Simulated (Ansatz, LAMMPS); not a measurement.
# Ga2O3 with crystalline order left by the classical run (80 atoms): where an added charge goes, part 2 of 4

Aim: add and remove one electron in Ga2O3 with crystalline order left by the classical run (80 atoms), with atoms held and relaxed, and read trapping energy and localisation.

Ansatz 0.2.0; Kohn-Sham DFT, PBE, PAW (set soft_1), plane waves; PAW set soft_1.

The cell: 32 Ga and 48 O. The quench rate of 20 K/ps far exceeds what a furnace or splat quench reaches. The network of bonds at the start is that of the classical potential that made the cell. Sampling is at Γ alone, for a cell whose shortest periodic width is 9 Å.

So far. Step 2 (Single point at the start): The r.m.s. force at the start is 0.37 eV/Å. Step 3 (Relaxation): The relaxation converged after 5 steps, 1.69 eV below its start, with a largest force component of 0.035 eV/Å.

## Step 4: Single point at the relaxed geometry

One more single point at the end of the walk gives the fuller output and checks the residual forces.

input.yaml

```yaml
crystal:
  lattice:
    - [9.33223, 0.0, 0.0]
    - [0.0, 9.33223, 0.0]
    - [0.0, 0.0, 9.33223]
  atoms:
    - { symbol: Ga, position: [0.78448, 0.8997, 0.32877] }
    - { symbol: Ga, position: [0.62178, 0.61306, 0.28431] }
    - { symbol: Ga, position: [0.79076, 0.80732, 0.01068] }
    - { symbol: Ga, position: [0.78696, 0.10831, 0.81568] }
    - { symbol: Ga, position: [0.27737, 0.1377, 0.55725] }
    - { symbol: Ga, position: [0.28066, 0.10484, 0.07831] }
    [... 68 atom lines left out ...]
    - { symbol: O, position: [0.11411, 0.04781, 0.96146] }
    - { symbol: O, position: [0.96535, 0.76239, 0.93341] }
    - { symbol: O, position: [0.6178, 0.97539, 0.22835] }
    - { symbol: O, position: [0.4479, 0.24139, 0.6445] }
    - { symbol: O, position: [0.62125, 0.78673, 0.42328] }
    - { symbol: O, position: [0.79121, 0.23623, 0.65197] }
kpoints:
  mp_grid: { grid: [1, 1, 1] }
hamiltonian:
  xc: pbe
  pseudopotentials: { kind: paw, azcp: { folder: soft_1 } }
scf:
  occupations: { method: gaussian, width: 0.025 }
output:
  forces: true
  stress: true
  populations: intrinsic
  dos:
    method: { smearing: { sigma: 0.1 } }
    de: 0.1
    projected: { site_lists: { Ga: [Ga], O: [O] } }
  eigenvalues: true
  write_density: true
  write_potential: true
  volumetric_format: npy
```

Launch:

```sh
ansatz run input.yaml --threads 4 --pin off --max-ram 8192MiB --backend cpu --events-out ev --progress --plain --runs-dir out
```

Output:

```text
[...]
Crystal: 80 atoms, lattice volume = 812.749 Å³
Basis set: ecut = 420 eV, 15895 PW (Γ), exchange–correlation on 128×128×128 points (8 copies of the dense FFT grid, shifted against one another)
Bands: 432, of which v1, the nominal top of the filled ones, is band 352 counted from 1 (351 counted from 0)
Symmetry: 1 space group operations
[...]
k-points: 1
[...]
SCF iter   1: F=—  HF=-148332.488491 eV  |F-HF|=—  |Δ(HF+E_count)|=         —  Δρ=1.24e-1  dr2=5.97e1  ethr=3.10e-3  ⟨swp⟩=5.0  Hψ=1346  notcnv=0  defer=33
[...]
SCF iter  12: F=-148312.935068 eV  HF=-148312.935068 eV  |F-HF|=4.02e-9  |Δ(HF+E_count)|=   3.18e-8  Δρ=9.83e-7  dr2=8.53e-9  ethr=6.51e-12  ⟨swp⟩=7.0  Hψ=2469  notcnv=0
SCF 1 converged in 12 iterations: F = -148312.935068 eV  dr2 = 8.53e-9
[...]
SCF converged after 12 iterations
Free energy (F): -148312.935068 eV
[...]
Internal energy: -148312.935068 eV  (E = F + TS)
E sigma→0 (E₀):  -148312.935068 eV
Fermi energy:    9.843373 eV
[...]
--- Forces (eV/Å), atoms counted from 1 ---
  atom   1  Ga     0.00302160    -0.01900716     0.00911393
  atom   2  Ga    -0.00643179    -0.00730714    -0.00013703
  atom   3  Ga     0.00076134    -0.03583744    -0.00164832
  atom   4  Ga    -0.00490185     0.01066926    -0.00539366
  atom   5  Ga    -0.00500547     0.00131866    -0.00327048
  atom   6  Ga     0.00719544     0.00112039    -0.00039899
  atom   7  Ga    -0.00051430    -0.01224034    -0.00503581
  atom   8  Ga    -0.00320345    -0.01507271     0.00622222
  atom   9  Ga     0.00622148     0.00032878     0.00113182
  atom  10  Ga     0.00222560     0.00901197    -0.00030142
  atom  11  Ga     0.00278871    -0.00307790    -0.00740920
  atom  12  Ga     0.00627597    -0.00244635    -0.00106686
  atom  13  Ga     0.00604727     0.00848838    -0.00233428
  atom  14  Ga    -0.00809629    -0.01602681    -0.01319646
[...]
atom  79  O     -0.00065915     0.00113793     0.00520894
  atom  80  O      0.00166407    -0.02255967    -0.00577312
  max |Σ_I F_I| component: 8.78e-6 eV/Å
--- Stress (GPa, compression-positive) ---
        4.413428      -0.603246      -0.248179
       -0.603246      10.341730       0.256404
       -0.248179       0.256404      13.643402
  P = ⅓ Tr σ = 9.4662 GPa (94.662 kbar)
--- Band table (eV) ---
[...]
--- intrinsic populations: 80 sites ---
  site symbol       q [e]
     0     Ga     11.9564
     1     Ga     11.9448
     2     Ga     11.8902
[...]
79      O      6.7012
  spilling = -0.000000 (of n_electrons = 704.000000)
```

Elapsed: 17 s, on 4 threads of Arm Neoverse V2, shared host; peak memory 1.3 GiB.

Read from the output:

- free energy: -148312.9351 eV
- free energy per atom: -1853.9117 eV/atom
- SCF cycles: 12
- pressure: 9.466 GPa
- r.m.s. force component: 0.00757 eV/Å
- longest force: 0.03588 eV/Å
- Fermi energy: 9.843 eV
- gap (highest filled to lowest empty level): 2.329 eV

Intrinsic-atomic-orbital charges by element and coordination:

| element | coordination | atoms | mean charge (e) | spread | least | most |
| --- | --- | --- | --- | --- | --- | --- |
| Ga | all | 32 | 1.06 | 0.0202 | 1.04 | 1.11 |
| Ga | 4 | 7 | 1.09 | 0.0173 | 1.06 | 1.11 |
| Ga | 5 | 5 | 1.05 | 0.0077 | 1.04 | 1.07 |
| Ga | 6 | 20 | 1.05 | 0.0102 | 1.04 | 1.07 |
| O | all | 48 | -0.708 | 0.0158 | -0.750 | -0.680 |
| O | 3 | 19 | -0.720 | 0.0075 | -0.735 | -0.707 |
| O | 4 | 29 | -0.700 | 0.015 | -0.750 | -0.680 |

Density of states as counts of states in windows of 1 eV (from the Fermi level), total and the larger projections:

| from (eV) | to (eV) | total | O p | Ga s | Ga p |
| --- | --- | --- | --- | --- | --- |
| -10 | -9 | 0.0 | 0.0 | 0.0 | 0.0 |
| -9 | -8 | 3.2 | 2.0 | 1.0 | 0.1 |
| -8 | -7 | 28.6 | 17.8 | 7.7 | 1.6 |
| -7 | -6 | 24.4 | 16.2 | 4.3 | 2.4 |
| -6 | -5 | 35.9 | 25.7 | 2.4 | 5.4 |
| -5 | -4 | 36.7 | 28.6 | 0.8 | 5.6 |
| -4 | -3 | 48.0 | 40.9 | 0.5 | 5.1 |
| -3 | -2 | 56.1 | 51.7 | 0.3 | 2.3 |
| -2 | -1 | 55.0 | 52.8 | 0.1 | 0.6 |
| -1 | 0 | 0.1 | 0.1 | 0.0 | 0.0 |
| 0 | 1 | 0.0 | 0.0 | 0.0 | 0.0 |
| 1 | 2 | 2.0 | 0.1 | 1.2 | 0.0 |
| 2 | 3 | 0.0 | 0.0 | 0.0 | 0.0 |
| 3 | 4 | 3.8 | 0.9 | 1.3 | 0.8 |
| 4 | 5 | 18.3 | 4.3 | 7.4 | 3.5 |

Between -21 and -10 eV lie 416 more states.

The levels nearest the highest filled one (over half full), pooled over k-points and spins:

| level less the highest filled one (eV) | occupation |
| --- | --- |
| -0.345 | 2 |
| -0.333 | 2 |
| -0.272 | 2 |
| -0.169 | 2 |
| -0.0669 | 2 |
| 0 | 2 |
| 2.33 | 0 |
| 4.92 | 0 |
| 5.05 | 0 |
| 5.23 | 0 |
| 5.32 | 0 |
| 5.44 | 0 |

Valence density in the bc plane at fractional x = 0.439, with atoms of Ga and O within 0.2 Å of it. It is the smooth field of the valence electrons, not physical close to the nuclei.

Ten steps, logarithmic in the rise over the least value, from '0' (0 e/Å³) to '9' (32 e/Å³), each cell a mean:
```
65210001245322210002563236
43211000111245531001111124
22332100000246641000000001
13786200000135531000000000
13896200000012210011100000
02453110000000000133310000
00112332100000000256531000
00012565311210000356531000
00012565324652000134421000
11012454226973100011110001
43211121125762000000000013
65310000002322100000000125
65310000001123320000000125
43200000011245531000001123
21000001332246641000013442
10000014784234421000026973
10000015995211110111126983
00000123663100001244323541
00012443221000001466421110
00014664210000001466420000
00024664211100000234310000
11012443234210000012331101
43101111379620000013774223
65200001389721000014996235
```
Columns run along b (9.3 Å), rows up along c (9.3 Å). Atoms in or near the plane, at fractional coordinates: Ga at (0.80, 0.02), Ga at (0.34, 0.31), Ga at (0.90, 0.32), Ga at (0.12, 0.82), Ga at (0.44, 0.59), Ga at (0.39, 0.03), O at (0.53, 0.88), O at (0.00, 0.99), O at (0.74, 0.69), O at (0.22, 0.15), O at (0.52, 0.40), O at (0.01, 0.49), O at (0.72, 0.20), O at (0.24, 0.64).

Electrostatic potential energy in the bc plane at fractional x = 0.439, with atoms of Ga and O within 0.2 Å of it. With pseudopotentials it is smooth inside the atoms' cores, unlike the true potential.

Ten even steps from '_' (-29 eV) to '@' (42 eV), each cell a mean:
```
__..==++++++++++==++##++====++++++++====####++==--__
::--======++++++++======::____--++++++========++++--
++====++====++++++++++++..____::++++++++++++++++++++
==++%%@@##==++++++****++--____--++++++++++++++**++++
==++@@@@%%==++++********++====++++++++++**********++
++==****++==++++****++++++++++++++++==--==++******++
++==========--==++++++++++++++++++==..____==++++++++
++++++++==..__..==++========++++++==..____==++++++++
++++++++==______--==++##**====++**++--::::++++++++++
++++++++++::..::====%%@@@@++==++****++++++++++++++++
::--++++++++++++++==**%%##====++******++++++++++++==
____==++++++++++++==========++++********++++++++==..
____==++++++++++++++======----++********++++++++==__
::--++++++++++++======++::____--++****++++++======--
++++****++++++==========..____::++++++++++====**++==
==++****++++==++%%@@**==--::::==++++++++++==##@@@@++
==++++**++++==**@@@@##==++++++++++++++++++==##@@@@++
++++****++++====####++==++++++++++==::::====++**++==
++++**++++--::--======++++++++++++::____..++======++
++++++++::____::====++++++++++++++::____::++++++++++
++++++++::____::========++++++**++++--::====++++++++
++++++++==::::======++====++++****++++==========++++
::==++++++++++====%%@@%%====++**++++==++%%@@**====--
__..==++++++++==++@@@@%%====++**++++==**@@@@##==--__
```
Columns run along b (9.3 Å; values clipped at the 3rd and 97th percentile), rows up along c (9.3 Å). Atoms in or near the plane, at fractional coordinates: Ga at (0.80, 0.02), Ga at (0.34, 0.31), Ga at (0.90, 0.32), Ga at (0.12, 0.82), Ga at (0.44, 0.59), Ga at (0.39, 0.03), O at (0.53, 0.88), O at (0.00, 0.99), O at (0.74, 0.69), O at (0.22, 0.15), O at (0.52, 0.40), O at (0.01, 0.49), O at (0.72, 0.20), O at (0.24, 0.64).

The highest filled and lowest empty levels differ by 2.33 eV (at Γ alone); a semilocal functional tends to put such gaps too low. In a disordered cell it changes from sample to sample, and tail or defect levels can set it. Mean intrinsic-atomic-orbital charges: Ga +1.06, O -0.71 e. The largest share in the top eV of filled states is O p (97 % of the projected weight), and in the lowest eV of empty states Ga s (62 % of the projected weight).

## Step 5: An extra electron, atoms held

The electron count changes by one with the atoms held: a vertical process, on a uniform background, with spin and a narrow Fermi–Dirac smearing. Its energy against the neutral cell hangs on the program's zero of potential.

input.yaml

```yaml
crystal:
  lattice:
    - [9.33223, 0.0, 0.0]
    - [0.0, 9.33223, 0.0]
    - [0.0, 0.0, 9.33223]
  atoms:
    [... the 80 atom lines of step 4 ...]
total_charge: -1
kpoints:
  mp_grid: { grid: [1, 1, 1] }
hamiltonian:
  xc: pbe
  pseudopotentials: { kind: paw, azcp: { folder: soft_1 } }
scf:
  occupations: { method: fermi_dirac, width: 0.01 }
  lower_state_search: "off"
output:
  forces: true
  stress: true
  populations: true
  dos:
    method: { smearing: { sigma: 0.08 } }
    de: 0.1
    projected: { site_lists: { Ga: [Ga], O: [O] } }
  eigenvalues: true
  write_density: true
  write_potential: true
  volumetric_format: npy
magnetization:
  spin_polarized: true
  initial_magnetization: 1
```

Output:

```text
[...]
Crystal: 80 atoms, lattice volume = 812.749 Å³
Basis set: ecut = 420 eV, 15895 PW (Γ), exchange–correlation on 128×128×128 points (8 copies of the dense FFT grid, shifted against one another)
Bands: 433, of which v1, the nominal top of the filled ones, is band 353 counted from 1 (352 counted from 0)
Symmetry: 1 space group operations
[...]
k-points: 1
[...]
Starting moments: Σ|m| = 1 μB on 80 of 80 sites
[...]
SCF iter   1: F=—  HF=-148318.572625 eV  |F-HF|=—  |Δ(HF+E_count)|=         —  Δρ=6.04e-2 (↑5.73e-2 ↓6.04e-2)  dr2=5.38e1  dr2_m=2.07e-2  M=1.000 μB ∫|m|=1.099 μB  β_m=1.00  ethr=3.10e-3  ⟨swp⟩=5.0  Hψ=2706  notcnv=0  defer=63
[...]
spin=Collinear: Resta preconditioning applied to the charge; magnetization (m = ρ↑ − ρ↓) channel mixes plain (no charge-response kernel on spin).
SCF iter   2: F=—  HF=-148309.193854 eV  |F-HF|=—  |Δ(HF+E_count)|=         —  Δρ=3.88e-2 (↑3.88e-2 ↓3.88e-2)  dr2=2.31e1  dr2_m=1.15e-3  M=0.650 μB ∫|m|=0.765 μB  β_m=0.30  ethr=3.10e-3  ⟨swp⟩=3.0  Hψ=1658  notcnv=0  defer=144
[...]
SCF iter   8: F=—  HF=-148301.939891 eV  |F-HF|=—  |Δ(HF+E_count)|=   3.99e-3  Δρ=2.38e-4 (↑2.38e-4 ↓2.12e-4)  dr2=6.28e-4  dr2_m=6.93e-5  M=0.562 μB ∫|m|=0.662 μB  β_m=0.30  ethr=4.19e-7  ⟨swp⟩=2.0  Hψ=1339  notcnv=0  defer=144
[...]
spin-set hold released at iteration 8 (site moments contracting): the magnetisation degrees of freedom join the quasi-Newton model from the next iteration; the mixer history was flushed
SCF iter   9: F=—  HF=-148301.941228 eV  |F-HF|=—  |Δ(HF+E_count)|=   1.34e-3  Δρ=1.91e-4 (↑1.91e-4 ↓1.64e-4)  dr2=3.72e-4  dr2_m=4.82e-5  M=0.554 μB ∫|m|=0.651 μB  β_m=0.63  ethr=8.91e-8  ⟨swp⟩=2.0  Hψ=1168  notcnv=0  defer=144
SCF iter  10: F=—  HF=-148301.943168 eV  |F-HF|=—  |Δ(HF+E_count)|=   1.94e-3  Δρ=7.59e-5 (↑7.59e-5 ↓5.35e-5)  dr2=6.51e-5  dr2_m=7.14e-6  M=0.513 μB ∫|m|=0.603 μB  β_m=0.70  ethr=5.28e-8  ⟨swp⟩=2.0  Hψ=1428  notcnv=0  defer=144
[...]
SCF iter  18: F=-148301.944378 eV  HF=-148301.944378 eV  |F-HF|=1.28e-9  |Δ(HF+E_count)|=   4.74e-8  Δρ=7.00e-7 (↑6.36e-7 ↓7.00e-7)  dr2=6.91e-9  dr2_m=1.11e-9  M=0.366 μB ∫|m|=0.428 μB  β_m=0.73  ethr=5.76e-12  ⟨swp⟩=5.0  Hψ=4733  notcnv=0
SCF iter  19: F=-148301.944378 eV  HF=-148301.944378 eV  |F-HF|=0.00e0  |Δ(HF+E_count)|=   6.93e-9  Δρ=1.52e-7 (↑1.52e-7 ↓1.26e-7)  dr2=5.13e-10  dr2_m=3.98e-11  M=0.363 μB ∫|m|=0.424 μB  ethr=1.00e-12  ⟨swp⟩=4.0  Hψ=4421  notcnv=0
SCF 1 converged in 19 iterations: F = -148301.944378 eV  dr2 = 5.13e-10
[...]
SCF converged after 19 iterations
Magnetization: 0.3631 μB (352.6816 up, 352.3184 down)
Absolute magnetization: 0.3818 μB (∫|ρ↑−ρ↓|, with the PAW one-centre terms)
[...]
Per-site moments (μB) at R_I (Å): [(0.00128708, 0.773038), (0.00312666, 0.801362), (0.00175665, 0.755051), (0.0020766, 0.791674), (0.00156891, 0.784793), [...]
Free energy (F): -148301.944378 eV
[...]
Internal energy: -148301.931865 eV  (E = F + TS)
E sigma→0 (E₀):  -148301.938122 eV
Entropy (-TS):   -0.012514 eV (-0.156 meV/atom)
Fermi energy:    11.001176 eV
[...]
Σ components = -148301.944378   (vs F -148301.944378, Δ=0.00e0)
--- Forces (eV/Å), atoms counted from 1 ---
  atom   1  Ga     0.00117394    -0.05087524     0.04393221
  atom   2  Ga    -0.01542582    -0.00683221     0.00812532
  atom   3  Ga     0.01345462    -0.07290268    -0.02280142
  atom   4  Ga    -0.01704008     0.03056881    -0.01565215
[...]
atom  80  O     -0.02033941    -0.05038281    -0.04795413
  max |Σ_I F_I| component: 1.55e-6 eV/Å
--- Stress (GPa, compression-positive) ---
        5.736466      -0.602530      -0.262501
       -0.602530      11.552025       0.263440
       -0.262501       0.263440      14.775622
  P = ⅓ Tr σ = 10.6880 GPa (106.880 kbar)
--- Band table (eV) ---
[...]
--- Löwdin populations: 80 sites ---
  site symbol       q [e]    m [muB]
     0     Ga     11.9681     0.0053
     1     Ga     11.9660     0.0101
     2     Ga     11.9093     0.0096
[...]
79      O      6.6749     0.0028
  spilling = 0.002553 (of n_electrons = 705.000000)
```

Wall time 43 s (4 threads); peak memory 2 GiB.

An extra electron, atoms held: the energy stands 11.0 eV above that of the reference, with a moment of 0.36 μB. An odd electron should give 1 μB; this run ended with the carrier shared between both spins.

The levels nearest the highest filled one (over half full), pooled over k-points and spins:

| level less the highest filled one (eV) | occupation |
| --- | --- |
| -2.39 | 1 |
| -2.32 | 1 |
| -2.32 | 1 |
| 0 | 0.682 |
| 0.0152 | 0.318 |
| 2.61 | 0 |
| 2.62 | 0 |
| 2.72 | 0 |

Spin density in the bc plane at fractional x = 0.439, with atoms of Ga and O within 0.2 Å of it.

Ten even steps from '0' (-6.20 × 1e-3 e/Å³) to '9' (6.63 × 1e-3 e/Å³), each cell a mean:
```
85455555665554444556555558
54555555555557754555665545
45555555555457754555555544
55425555554445544555555545
55304655554444445544444455
55555554455555555445544455
55555444455555555457754444
45554566455555554459854554
44444686455455554456545554
44444565455135554444455554
55444444566455555444555545
85445555566655544445555457
74445555566544444445555457
54455555565456544555555545
44455555555468544555555554
55555555445456545555554345
55555555225544455544454345
55554455545544554455445555
55544454555554554578545555
55544586455554444577545555
55544696455555544455455555
44544555555555554455556554
44444445542555555556435544
65445455630455445566105556
```
Columns run along b (9.3 Å), rows up along c (9.3 Å). Atoms in or near the plane, at fractional coordinates: Ga at (0.80, 0.02), Ga at (0.34, 0.31), Ga at (0.90, 0.32), Ga at (0.12, 0.82), Ga at (0.44, 0.59), Ga at (0.39, 0.03), O at (0.53, 0.88), O at (0.00, 0.99), O at (0.74, 0.69), O at (0.22, 0.15), O at (0.52, 0.40), O at (0.01, 0.49), O at (0.72, 0.20), O at (0.24, 0.64).

(Continued in part 3 of 4.)

[Long decimals in the printed logs are rounded to 6 places.]

[Logs are printed without paths, hosts, clocks, repeated set-up lines and the standing remarks that a program may print on its own settings, such as how far it seeks lower states.]

[Hosts, paths, dates, database ids (printed as entryN), source tags and the programs' standing remarks are cut or masked in the printed files.]
